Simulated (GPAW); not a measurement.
# Core-hole calculation of the Se K edge in SnSe (Fm-3m)

What does one-electron theory with a core hole give for the Se K edge of SnSe (Fm-3m)?

Main program and level: GPAW 26.7.0; X-ray absorption from dipole matrix elements to empty bands, plane-wave PAW LDA.

Report form: the programs' logs are mostly left out.

### Step 1. The structure

The structure is cubic, space group Fm-3m (No. 225). Conventional cell: a = 6.020 Å, b = 6.020 Å, c = 6.020 Å, α = 90.00°, β = 90.00°, γ = 90.00°. Sn has 6 Se at 3.01 Å nearest. Nearest to Se lie 6 Sn at 3.01 Å. Farther neighbours and most contacts between anions are not listed.

As a file:

```cif
data_structure
_symmetry_space_group_name_H-M 'Fm-3m'
_symmetry_Int_Tables_number 225
_cell_length_a 6.0200
_cell_length_b 6.0200
_cell_length_c 6.0200
_cell_angle_alpha 90.000
_cell_angle_beta 90.000
_cell_angle_gamma 90.000
_cell_volume 218.17
loop_
_atom_site_label
_atom_site_type_symbol
_atom_site_symmetry_multiplicity
_atom_site_Wyckoff_symbol
_atom_site_fract_x
_atom_site_fract_y
_atom_site_fract_z
_atom_site_occupancy
Sn1 Sn 4 a 0.00000 0.00000 0.00000 1
Se1 Se 4 b 0.50000 0.00000 0.00000 1
```

### Step 2. The field without a hole

The ground state comes first: it tells whether the system has a gap, which decides how the excited electron is treated.

The input, scf.py:

```python
import numpy as np
from ase import Atoms
from ase.parallel import parprint, paropen
from gpaw import GPAW, PW, FermiDirac, Mixer, MixerDif, setup_paths
from gpaw.test import gen
setup_paths.insert(0, '.')
gen('Se', name='nch1s', xcname='LDA', corehole=(1, 0, 0), write_xml=True)
from gpaw.mpi import world
world.barrier()

atoms = Atoms('SnSe',
    cell=[[0, 3.01, 3.01],
     [3.01, 0, 3.01],
     [3.01, 3.01, 0]],
    scaled_positions=[[0, 0, 0],
     [0.5, 0.5, 0.5]],
    pbc=True)
atoms.calc = calc = GPAW(legacy_gpaw=True, mode=PW(430), xc='LDA', setups={1: 'nch1s'},
    kpts={'size': (7, 7, 7), 'gamma': True}, occupations=FermiDirac(0.05),
    charge=0, mixer=Mixer(0.1, 5, 50), maxiter=150,
    convergence={'density': 0.0001}, txt='scf.txt')
energy = atoms.get_potential_energy() + calc.get_reference_energy()
ef = calc.get_fermi_level()
out = dict(energy=energy, fermi=ef, forces=atoms.get_forces().tolist())
parprint(f'all-electron energy {energy:.4f} eV, Fermi level {ef:.4f} eV')
ev = np.array([[calc.get_eigenvalues(k, s) for k in range(len(calc.get_ibz_k_points()))] for s in range(calc.get_number_of_spins())])
out['homo'], out['lumo'], out['counts'] = ev[ev < ef].max(), ev[ev > ef].min(), sorted(set((ev < ef).sum((0, 2)).tolist()))
out['filled'] = (ev[:, 0] < ef).sum(1).tolist()
import json
with paropen('out.json', 'w') as f:
    json.dump(out, f)
```

Command:

```
$ OMP_NUM_THREADS=1 mpirun -n 4 gpaw python scf.py
```

Wall time 3.7 s (4 MPI ranks of Arm Neoverse V2, shared host); peak memory 0.16 GiB.

The mesh shows a gap of 0.73 eV, so the hole is first treated in a charged cell, without the excited electron.

### Step 3. Spectrum without a core hole, 

This cheap baseline ignores the attraction of the hole: it shows the absorber's empty states as they are in the ground state. The data set with a hole of occupation 0 only carries the core orbital.

The input, xas.py:

```python
import numpy as np
from ase import Atoms
from ase.parallel import parprint, paropen
from gpaw import GPAW, PW, FermiDirac, Mixer, MixerDif, setup_paths
from gpaw.test import gen
setup_paths.insert(0, '.')
gen('Se', name='nch1s', xcname='LDA', corehole=(1, 0, 0), write_xml=True)
from gpaw.mpi import world
world.barrier()

atoms = Atoms('SnSe',
    cell=[[0, 3.01, 3.01],
     [3.01, 0, 3.01],
     [3.01, 3.01, 0]],
    scaled_positions=[[0, 0, 0],
     [0.5, 0.5, 0.5]],
    pbc=True)
atoms.calc = calc = GPAW(legacy_gpaw=True, mode=PW(430), xc='LDA', setups={1: 'nch1s'},
    kpts={'size': (7, 7, 7), 'gamma': True}, occupations=FermiDirac(0.02),
    charge=0, mixer=Mixer(0.1, 5, 50), maxiter=150,
    convergence={'density': 0.0001}, txt='scf.txt')
energy = atoms.get_potential_energy() + calc.get_reference_energy()
ef = calc.get_fermi_level()
out = dict(energy=energy, fermi=ef, forces=atoms.get_forces().tolist())
parprint(f'all-electron energy {energy:.4f} eV, Fermi level {ef:.4f} eV')
ev = np.array([[calc.get_eigenvalues(k, s) for k in range(len(calc.get_ibz_k_points()))] for s in range(calc.get_number_of_spins())])
out['homo'], out['lumo'], out['counts'] = ev[ev < ef].max(), ev[ev > ef].min(), sorted(set((ev < ef).sum((0, 2)).tolist()))
out['filled'] = (ev[:, 0] < ef).sum(1).tolist()

from ase.units import Ha
from gpaw.xas import dipole_matrix_elements
nb = int(calc.get_number_of_electrons() / 2) + 36
top = nb
nscf = calc.fixed_density(kpts={'size': (5, 5, 5), 'gamma': True},
    convergence={'eigenstates': 1.0}, txt='nscf.txt')
nscf.diagonalize_full_hamiltonian(nbands=nb)
cell = atoms.cell.array
ops = [cell.T @ U.T @ np.linalg.inv(cell.T) for U in nscf.wfs.kd.symmetry.op_scc]
filled = [10]  # bands filled in the ground state, by spin
E = np.arange(-25, 34, 0.1)
fwhm = np.interp(E, [4, 25], [2.33, 3.5])
Y, X, zero, highest = 0, 0, 1e9, 1e9
for spin in range(nscf.get_number_of_spins()):
    wfs = nscf.wfs
    A = dipole_matrix_elements(wfs.setups[1])
    eps = np.zeros((wfs.kd.nibzkpts, nb))
    d = np.zeros((3, A.shape[1], wfs.kd.nibzkpts, nb), complex)
    for kpt in wfs.kpt_u:
        if kpt.s == spin and 1 in kpt.P_ani:
            eps[kpt.k] = kpt.eps_n * Ha
            d[:, :, kpt.k] = (kpt.weight * wfs.nspins / 2) ** 0.5 * np.inner(A, kpt.P_ani[1])
    world.sum(eps)
    world.sum(d)
    T = np.einsum('amkn,bmkn->abkn', d, d.conj()).real
    T = sum(np.einsum('ai,ijkn,bj->abkn', R, T, R) for R in ops) / len(ops)
    empty = np.ones_like(eps, bool) & (np.arange(nb) >= filled[spin])
    zero, highest = min(zero, eps[empty].min()), min(highest, eps[:, top - 1].min())
    lines = [(eps, T, empty)] if spin == 0 else lines + [(eps, T, empty)]
for eps, T, empty in lines:
    f = np.einsum('aakn->akn', T).reshape(3, -1)
    x = eps.ravel() - zero
    w = np.interp(x, E, fwhm) / 2.35482
    g = np.exp(-0.5 * ((E[:, None] - x) / w) ** 2) / (w * (2 * np.pi) ** 0.5)
    Y = Y + (f * empty.ravel()) @ g.T
    X = X + (f * ~empty.ravel()) @ g.T
out.update(E=E.round(2).tolist(), xas=Y.tolist(), xes=X.tolist(), zero=zero, valid=highest - zero, nk=len(eps), nb=nb)
for i in range(0, len(E), 10):
    parprint(f'{E[i]:7.2f}', *(f'{v:10.3e}' for v in Y[:, i]))
import json
with paropen('out.json', 'w') as f:
    json.dump(out, f)
```

Command:

```
$ OMP_NUM_THREADS=1 mpirun -n 4 gpaw python xas.py
```

Wall time 14 s (4 MPI ranks); peak memory 0.15 GiB.

The run ended with an error.

The program stopped, so this step gives no result.

### Step 4. Supercell without a hole, the energy reference

The photon energy needs a difference of total energies, so the cell and mesh of the coming hole run are first run without a hole.

Edit scf.py of step 2 so:

```diff
@@ -10,11 +10,21 @@
 
-atoms = Atoms('SnSe',
-    cell=[[0, 3.01, 3.01],
-     [3.01, 0, 3.01],
-     [3.01, 3.01, 0]],
+atoms = Atoms('Sn6Se6',
+    cell=[[3.01, 6.02, 3.01],
+     [6.02, -3.01, -3.01],
+     [-3.01, 6.02, -3.01]],
     scaled_positions=[[0, 0, 0],
-     [0.5, 0.5, 0.5]],
+     [0.5, 0.33333333, 0.16666667],
+     [0, 0.66666667, 0.33333333],
+     [0, 0.33333333, 0.66666667],
+     [0.5, 0.66666667, 0.83333333],
+     [0.5, 0, 0.5],
+     [0.75, 0, 0.75],
+     [0.25, 0.33333333, 0.91666667],
+     [0.75, 0.66666667, 0.08333333],
+     [0.75, 0.33333333, 0.41666667],
+     [0.25, 0.66666667, 0.58333333],
+     [0.25, 0, 0.25]],
     pbc=True)
-atoms.calc = calc = GPAW(legacy_gpaw=True, mode=PW(430), xc='LDA', setups={1: 'nch1s'},
-    kpts={'size': (7, 7, 7), 'gamma': True}, occupations=FermiDirac(0.05),
+atoms.calc = calc = GPAW(legacy_gpaw=True, mode=PW(430), xc='LDA', setups={6: 'nch1s'},
+    kpts={'size': (2, 3, 3), 'gamma': True}, occupations=FermiDirac(0.02),
     charge=0, mixer=Mixer(0.1, 5, 50), maxiter=150,
```

Command:

```
$ OMP_NUM_THREADS=1 mpirun -n 4 gpaw python scf.py
```

Wall time 22 s (4 MPI ranks); peak memory 0.3 GiB; 86 s of CPU time.

Reference energy: -1403354.357 eV with the cores included.

### Step 5. Spectrum with FCH, Se atom 2

The holes are 7.4 Å apart. In GPAW the data set carries the hole's charge, so charge=0 means a charged cell and charge=-1 a neutral one. The excited electron is left out and a uniform background balances the charge. After the field has converged, empty bands are computed with the density fixed and the dipole matrix elements are summed.

The absorber has 6 Sn at 3.01 Å (octahedral, site symmetry m-3m).

Edit xas.py of step 3 so:

```diff
@@ -6,3 +6,3 @@
 setup_paths.insert(0, '.')
-gen('Se', name='nch1s', xcname='LDA', corehole=(1, 0, 0), write_xml=True)
+gen('Se', name='fch1s', xcname='LDA', corehole=(1, 0, 1), write_xml=True)
 from gpaw.mpi import world
@@ -10,11 +10,21 @@
 
-atoms = Atoms('SnSe',
-    cell=[[0, 3.01, 3.01],
-     [3.01, 0, 3.01],
-     [3.01, 3.01, 0]],
+atoms = Atoms('Sn6Se6',
+    cell=[[3.01, 6.02, 3.01],
+     [6.02, -3.01, -3.01],
+     [-3.01, 6.02, -3.01]],
     scaled_positions=[[0, 0, 0],
-     [0.5, 0.5, 0.5]],
+     [0.5, 0.33333333, 0.16666667],
+     [0, 0.66666667, 0.33333333],
+     [0, 0.33333333, 0.66666667],
+     [0.5, 0.66666667, 0.83333333],
+     [0.5, 0, 0.5],
+     [0.75, 0, 0.75],
+     [0.25, 0.33333333, 0.91666667],
+     [0.75, 0.66666667, 0.08333333],
+     [0.75, 0.33333333, 0.41666667],
+     [0.25, 0.66666667, 0.58333333],
+     [0.25, 0, 0.25]],
     pbc=True)
-atoms.calc = calc = GPAW(legacy_gpaw=True, mode=PW(430), xc='LDA', setups={1: 'nch1s'},
-    kpts={'size': (7, 7, 7), 'gamma': True}, occupations=FermiDirac(0.02),
+atoms.calc = calc = GPAW(legacy_gpaw=True, mode=PW(430), xc='LDA', setups={6: 'fch1s'},
+    kpts={'size': (2, 3, 3), 'gamma': True}, occupations=FermiDirac(0.02),
     charge=0, mixer=Mixer(0.1, 5, 50), maxiter=150,
@@ -31,11 +41,10 @@
 from gpaw.xas import dipole_matrix_elements
-nb = int(calc.get_number_of_electrons() / 2) + 36
-top = nb
-nscf = calc.fixed_density(kpts={'size': (5, 5, 5), 'gamma': True},
-    convergence={'eigenstates': 1.0}, txt='nscf.txt')
-nscf.diagonalize_full_hamiltonian(nbands=nb)
+nb = int(calc.get_number_of_electrons() / 2) + 197
+top, nb = nb, nb + 8 + nb // 12
+nscf = calc.fixed_density(kpts={'size': (3, 3, 3), 'gamma': True}, nbands=nb,
+    convergence={'bands': top, 'eigenstates': 1e-5}, maxiter=60, txt='nscf.txt')
 cell = atoms.cell.array
 ops = [cell.T @ U.T @ np.linalg.inv(cell.T) for U in nscf.wfs.kd.symmetry.op_scc]
-filled = [10]  # bands filled in the ground state, by spin
-E = np.arange(-25, 34, 0.1)
+filled = [60]  # bands filled in the ground state, by spin
+E = np.arange(-6, 34, 0.1)
 fwhm = np.interp(E, [4, 25], [2.33, 3.5])
@@ -44,3 +53,3 @@
     wfs = nscf.wfs
-    A = dipole_matrix_elements(wfs.setups[1])
+    A = dipole_matrix_elements(wfs.setups[6])
     eps = np.zeros((wfs.kd.nibzkpts, nb))
@@ -48,5 +57,5 @@
     for kpt in wfs.kpt_u:
-        if kpt.s == spin and 1 in kpt.P_ani:
+        if kpt.s == spin and 6 in kpt.P_ani:
             eps[kpt.k] = kpt.eps_n * Ha
-            d[:, :, kpt.k] = (kpt.weight * wfs.nspins / 2) ** 0.5 * np.inner(A, kpt.P_ani[1])
+            d[:, :, kpt.k] = (kpt.weight * wfs.nspins / 2) ** 0.5 * np.inner(A, kpt.P_ani[6])
     world.sum(eps)
```

Command:

```
$ OMP_NUM_THREADS=1 mpirun -n 4 gpaw python xas.py
```

Run time: 3 min. Hardware: 4 MPI ranks; peak memory 0.43 GiB; 12 min of CPU time.

The Se K spectrum, Se atom 2, full core hole (charged cell) (energy from the lowest empty level; intensity scaled to a mean of 1 over the first 20 eV):

```
E (eV)  intensity
 -2.00       0.01
 -1.25       0.06
 -0.50       0.23
  0.25       0.58
  1.00       1.13
  1.75       1.74
  2.50       2.18
  3.25       2.19
  4.00       1.76
  4.75       1.13
  5.50       0.61
  6.25       0.32
  7.00       0.22
  7.75       0.25
  8.50       0.34
  9.25       0.48
 10.00       0.64
 10.75       0.79
 11.50       0.91
 12.25       1.01
 13.00       1.06
 13.75       1.03
 14.50       0.96
 15.25       0.90
 16.00       0.92
 16.75       1.00
 17.50       1.10
 18.25       1.18
 19.00       1.23
 19.75       1.23
 20.50       1.20
 21.25       1.13
 22.00       1.05
 22.75       0.99
 23.50       0.96
 24.25       0.95
 25.00       0.95
 25.75       0.96
 26.50       0.97
 27.25       0.98
 28.00       0.97
 28.75       0.94
 29.50       0.89
 30.25       0.83
 31.00       0.77
 31.75       0.73
```

Main maxima below 30 eV (height): 2.8 eV (2.25), 13.2 eV (1.06) and 19.4 eV (1.24). A K edge sees empty p states on the absorber.

The energy difference (zero at 12671 eV) isn't read as a photon energy: for so heavy an absorber the terms left out (the hole's spin, the functional's error) amount to tens of eV or more.

### Step 6. Spectrum with HCH, Se atom 2

The holes are 7.4 Å apart. The data set carries half a charge, which charge=0 leaves uncompensated but for the background. Half a hole is Slater's transition state, a compromise that weakens the attraction. After the field has converged, empty bands are computed with the density fixed and the dipole matrix elements are summed.

Changed against the first core-hole run: core hole from full to half.

Edit xas.py of step 5 so:

```diff
@@ -6,3 +6,3 @@
 setup_paths.insert(0, '.')
-gen('Se', name='fch1s', xcname='LDA', corehole=(1, 0, 1), write_xml=True)
+gen('Se', name='hch1s', xcname='LDA', corehole=(1, 0, 0.5), write_xml=True)
 from gpaw.mpi import world
@@ -27,3 +27,3 @@
     pbc=True)
-atoms.calc = calc = GPAW(legacy_gpaw=True, mode=PW(430), xc='LDA', setups={6: 'fch1s'},
+atoms.calc = calc = GPAW(legacy_gpaw=True, mode=PW(430), xc='LDA', setups={6: 'hch1s'},
     kpts={'size': (2, 3, 3), 'gamma': True}, occupations=FermiDirac(0.02),
```

Run time: 3.1 min. Hardware: 4 MPI ranks; peak memory 0.43 GiB.

```
E (eV)  first run  this run
  -2.0       0.01      0.01
  -1.0       0.10      0.10
   0.0       0.44      0.40
   1.0       1.13      1.02
   2.0       1.93      1.84
   3.0       2.25      2.42
   4.0       1.76      2.12
   5.0       0.94      1.21
   6.0       0.39      0.50
   7.0       0.22      0.26
   8.0       0.27      0.27
   9.0       0.42      0.41
  10.0       0.64      0.60
  11.0       0.83      0.77
  12.0       0.98      0.90
  13.0       1.06      0.98
  14.0       1.01      0.96
  15.0       0.92      0.86
  16.0       0.92      0.85
  17.0       1.03      0.95
  18.0       1.16      1.07
  19.0       1.23      1.16
  20.0       1.23      1.17
  21.0       1.15      1.12
  22.0       1.05      1.04
  23.0       0.98      0.96
  24.0       0.95      0.93
  25.0       0.95      0.92
  26.0       0.97      0.93
  27.0       0.98      0.95
  28.0       0.97      0.95
  29.0       0.92      0.91
  30.0       0.85      0.84
  31.0       0.77      0.76
  32.0       0.72      0.70
```

The scaled spectrum changes by 10 % r.m.s. The highest intensity below 24 eV goes from 2.8 eV (2.25) to 3.2 eV (2.44).

### Step 7. Summary of results

```json
{
 "absorber and edge": "Se K, atom 2 of the ground-state input (counted from 1)",
 "surroundings": "6 Sn at 3.01 Å (octahedral, site symmetry m-3m)",
 "highest intensity below 24 eV": "2.8 eV above the zero, height 2.25"
}
```

What this shows: The Se K edge of atom 2, with 6 Sn at 3.01 Å (octahedral, site symmetry m-3m), has its highest intensity of the first 24 eV at 2.8 eV above the zero, 2.2 times the mean level of the first 20 eV (Gaussian full width 2.33 eV up to 4 eV, rising linearly to 3.5 eV at 25 eV). Changing the core hole from full to half alters the shape by 10 % r.m.s., a modest effect on the whole. The script folds with a Gaussian, whereas the core hole's own line is a Lorentzian, so the onset is too steep and the first peak too high. The gap reads 0.52 to 0.73 eV on different meshes, so it is partly a figure of the sampling, and the zero with it. The mesh is coarse (0.34 Å⁻¹ between points), so small maxima may be mesh ripples. Lifetime broadening is put in by hand, and intensities beyond about 20 eV depend on it and on the partial waves. The structure is a published determination, not relaxed.

[Logs are printed without paths, hosts, clocks, repeated set-up lines and the standing remarks that a program may print on its own settings, such as how far it seeks lower states.]

[Hosts, paths, dates, database ids (printed as entryN), source tags and the programs' standing remarks are cut or masked in the printed files.]

[Lists of maxima count a maximum above −3 eV only where it reaches 4 % of the highest in the window and stands out from its surroundings by 2 % of it (1.5 % where it reaches 55 %); shoulders and weaker maxima are passed over, and of the rest the first, up to two pre-edge ones and the few strongest are named.]
